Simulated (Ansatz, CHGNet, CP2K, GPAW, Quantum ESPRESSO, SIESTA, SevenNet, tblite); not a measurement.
# GPAW runs on random packing of 26Ag2S-74GeS2 (mol %) (81 atoms), part 2 of 2

How do the settings of GPAW change the result for random packing of 26Ag2S-74GeS2 (mol %) (81 atoms)? A plane-wave run serves as the yardstick.

Program: GPAW 26.7.0; the method stands at each step. Banners, paths, timers and routine set-up lines are dropped from the logs unmarked, and long logs keep their key lines alone; longer cuts are marked.

So far. Step 4 (LDA, LCAO dzp, h 0.2 Å): Against the first run (22 %), the force difference from the reference is 17 %, at 0.89 times the CPU time; another functional landing nearer a PBE reference means that errors partly cancel. Step 5 (PBE, LCAO szp(dzp), h 0.2 Å): Against the first run (22 %), the force difference from the reference is 47 %, at 0.71 times the CPU time, with 813 basis functions against 1249: the smaller basis costs accuracy.

## (6) PBE, LCAO dzp, h 0.25 Å

Method: Kohn-Sham DFT, PBE, PAW, atomic orbitals (dzp).

File run.py:

```python
import numpy as np
from ase.io import read
from gpaw import GPAW, FermiDirac

atoms = read("structure.xyz")
atoms.calc = GPAW(
    mode="lcao",
    basis="dzp",
    h=0.25,
    xc="PBE",
    kpts={"size": (1, 1, 1), "gamma": True},
    occupations=FermiDirac(0.05),
    maxiter=200,
    symmetry={"point_group": False},
    txt="gpaw.txt",
)
energy = atoms.get_potential_energy(force_consistent=True)
forces = atoms.get_forces()
print(f"energy {energy:.6f} eV")
print("forces (eV/A)")
for i, (a, f) in enumerate(zip(atoms, forces)):
    print(f"{i:4d} {a.symbol:2s} {f[0]:10.5f} {f[1]:10.5f} {f[2]:10.5f}")
print(f"Fermi level {atoms.calc.get_fermi_level():.4f} eV")
for k in range(len(atoms.calc.get_ibz_k_points())):
    for s in range(atoms.calc.get_number_of_spins()):
        e = atoms.calc.get_eigenvalues(kpt=k, spin=s)
        n = np.searchsorted(e, atoms.calc.get_fermi_level())
        print(f"k {k} spin {s} levels about the Fermi level:", np.round(e[max(n - 6, 0):n], 4).tolist(), "|", np.round(e[n:n + 6], 4).tolist())
```

File structure.xyz:

```xyz
81
Lattice="12.40390 0.00000 0.00000 0.00000 12.40390 0.00000 0.00000 0.00000 12.40390" Properties=species:S:1:pos:R:3 pbc="T T T"
[... 81 atom lines left out: the same atoms as in the first run ...]
```

The run is started by

```sh
$ OMP_NUM_THREADS=1 python run.py > output.txt
```

The program printed:

```text
energy -256.828699 eV
forces (eV/A)
   0 Ag    0.12760    0.09699    0.10483
   1 Ag    0.19716   -0.27125   -0.30835
   2 Ag   -0.42344   -0.32069   -0.07662
   3 Ag   -0.98151    0.03485   -0.21834
   4 Ag    0.70573   -0.30651    0.68714
   5 Ag   -0.25053   -0.89186   -0.66902
   6 Ag    0.08893    0.55551   -0.06903
   7 Ag    0.06223    0.02534   -0.01414
   8 Ag    0.16338    0.52413   -0.21699
   9 Ag   -0.65783    0.01832    0.66720
  10 Ag    0.61571    0.73181    0.96386
  11 Ag    0.34482    0.09905   -0.59038
[...]
76 Ge    1.13434    0.78814    0.82400
  77 Ge    1.43077    0.58073   -0.23252
  78 Ge    1.43778    0.01139   -1.12445
  79 Ge    1.90946    0.44323   -0.24986
  80 Ge    0.47843   -0.56530   -0.76699
Fermi level 3.9465 eV
k 0 spin 0 levels about the Fermi level: [3.8006, 3.8218, 3.845, 3.866, 3.8919, 3.9146] | [3.988, 3.9972, 4.0294, 4.0317, 4.0691, 4.092]
```

gpaw.txt:

```text
Input parameters:
  mode=LCAO(),
  basis={'default': 'dzp'},
  h=0.25,
  kpts=MonkhorstPack(size=(1, 1, 1), gamma=True),
  maxiter=200,
  occupations=Occupations(name='fermi-dirac', width=0.05, fixmagmom=False),
  symmetry=Symmetry(point_group=False),
  xc=XC(name='PBE')
[... lines left out ...]
  Fermi-Dirac:
[... lines left out ...]
convergence criteria:
- Maximum [total energy] change in last 3 cyles: 0.0005 eV / valence electron
[... lines left out ...]
Converged in 26 steps
[... lines left out ...]
  Free energy:    -256.828699
[... lines left out ...]
Fermi level: 3.946
[... lines left out ...]
|          0 |       -51.944 |     2.000 |
|        ... |               |           |
|        292 |         3.756 |     1.957 |
|        293 |         3.785 |     1.923 |
[...]
|        307 |         4.136 |     0.044 |
|        ... |               |           |
|        363 |         8.233 |     0.000 |
Gap: 0.073 eV
Transition (v -> c):
  (s=0, k=0, n=299, [0.00, 0.00, 0.00]) -> (s=0, k=0, n=300, [0.00, 0.00, 0.00])
No difference between direct/indirect transitions
Force computation time: 21.308  # s
timing:  # [seconds]
  Total:  271.524  # ━━━━━━━━━━━━━━━━━━━━━━━━━━━━━━━━━━━━━━━━━━━━━━━━━━━━━━━━
  Init:    10.227  # ━━
  SCF:    239.958  # ━━━━━━━━━━━━━━━━━━━━━━━━━━━━━━━━━━━━━━━━━━━━━━━━━╸
  Forces:  21.308  # ━━━━╸
```

Wall time 4.5 min (1 thread of Arm Neoverse V1, shared host); peak memory 0.95 GiB.

Against the reference:

```
r.m.s. force component                          : 0.8395 eV/Å
r.m.s. difference of force components           : 170.5 meV/Å
longest difference of force vectors             : 706.9 meV/Å
force difference over r.m.s. force              : 23.08 %
slope of forces against the reference's         : 1.118
correlation of force components                 : 0.9847
energy less the same-level run's                : 119.4 meV/atom
r.m.s. force difference from the same-level run : 43.03 meV/Å
```

This is a coarse setting, run to see what it loses.

Against the first run (22 %), the force difference from the reference is 23 %, at 0.55 times the CPU time: the change moves forces by 43 meV/Å r.m.s., so most of the difference comes from elsewhere.

The forces add up to 0.50 eV/Å instead of zero, usually a sign of too coarse a grid.

## (7) Side by side

Differences are against the plane-wave reference, forces as r.m.s. over components; share is that over the reference's r.m.s. force, slope the least-squares factor from reference forces to these. Total energies of different programs have different zeros and aren't compared.

| run | Δ force, r.m.s. (meV/Å) | share (%) | slope | Δ pressure (GPa) | cores | CPU time | memory (GiB) |
| --- | --- | --- | --- | --- | --- | --- | --- |
| reference | - | - | - | - | 8 | 3 min | 2.9 |
| GPAW PBE, LCAO dzp, h 0.2 Å | 162 | 21.9 | 1.115 | - | 1 | 8.3 min | 1.9 |
| GPAW PBE, plane waves 550 eV | 33.0 | 4.47 | 1.030 | 0.033 | 4 | 30 min | 3.2 |
| GPAW LDA, LCAO dzp, h 0.2 Å | 123 | 16.7 | 1.032 | - | 1 | 7.4 min | 1.9 |
| GPAW PBE, LCAO szp(dzp), h 0.2 Å (coarse) | 350 | 47.3 | 1.227 | - | 1 | 5.9 min | 1.9 |
| GPAW PBE, LCAO dzp, h 0.25 Å (coarse) | 171 | 23.1 | 1.118 | - | 1 | 4.5 min | 0.95 |

Rows marked coarse were listed beforehand as settings not expected to be converged; some can still land near the reference.

CPU time is summed over cores on a shared host, where runs went side by side, so it is rough. Symmetry, cutoffs, thresholds, outputs and thread counts weren't matched or tuned between programs; memory under MPI is the largest rank's times the ranks.

Within one program, basis, potentials and functional, energies share a zero. Each run against its twin at the usual cutoff or grid and solver:

| run | twin | Δ energy (meV/atom) | Δ force, r.m.s. (meV/Å) | CPU time over the twin's |
| --- | --- | --- | --- | --- |
| GPAW PBE, LCAO dzp, h 0.25 Å | LCAO dzp, h 0.2 Å | 119 | 43.0 | 0.55 |

## (8) Summary of results

| Property | Result |
| --- | --- |
| nearest in forces | GPAW PBE, plane waves 550 eV, 4.5 % |
| its CPU time | 30 min |

PBE on plane waves or a grid with other potentials, cutoffs or grids, coarse settings apart, differs from the reference by 4.5 % (GPAW PBE, plane waves 550 eV) of the r.m.s. force; this holds the reference's own error, so differences of a few per cent don't tell which side is nearer the exact PBE result. The PBE run in local orbitals, coarse settings apart, differs by 22 % (GPAW PBE, LCAO dzp, h 0.2 Å); basis, grid and potentials can all enter. Rows with another functional or a dispersion term differ by 17 % (GPAW LDA, LCAO dzp, h 0.2 Å), which mixes the change of model with differences of basis and potentials. Runs with settings chosen to be coarse differ by 23 % (GPAW PBE, LCAO dzp, h 0.25 Å) to 47 % (GPAW PBE, LCAO szp(dzp), h 0.2 Å), their programs' other errors included. None of the electronic-structure runs in the table takes under half the reference's CPU time of 3 min; they take 1.5 to 9.9 times as much. GPAW PBE, LCAO dzp, h 0.25 Å stiffens the forces by a factor of 1.12 while following their directions (correlation 0.985); the slopes of the 5 GPAW runs lie between 1.03 and 1.23. The potentials hold different valence shells: 828 electrons in the reference, 600 in GPAW; this bears on time and differences. GPAW's setups keep the filled d shell of Ge in the core. The electronic-structure runs sample only Γ, in a cell whose shortest periodic width is 12 Å, which is coarse for a cell with partly filled levels.

[Also dropped from logs without a mark: logging warnings of Python, and SIESTA's first energy breakdown and zero terms.]

[Logs are printed without paths, hosts, clocks, repeated set-up lines and the standing remarks that a program may print on its own settings, such as how far it seeks lower states.]

[Hosts, paths, dates, database ids (printed as entryN), source tags and the programs' standing remarks are cut or masked in the printed files.]
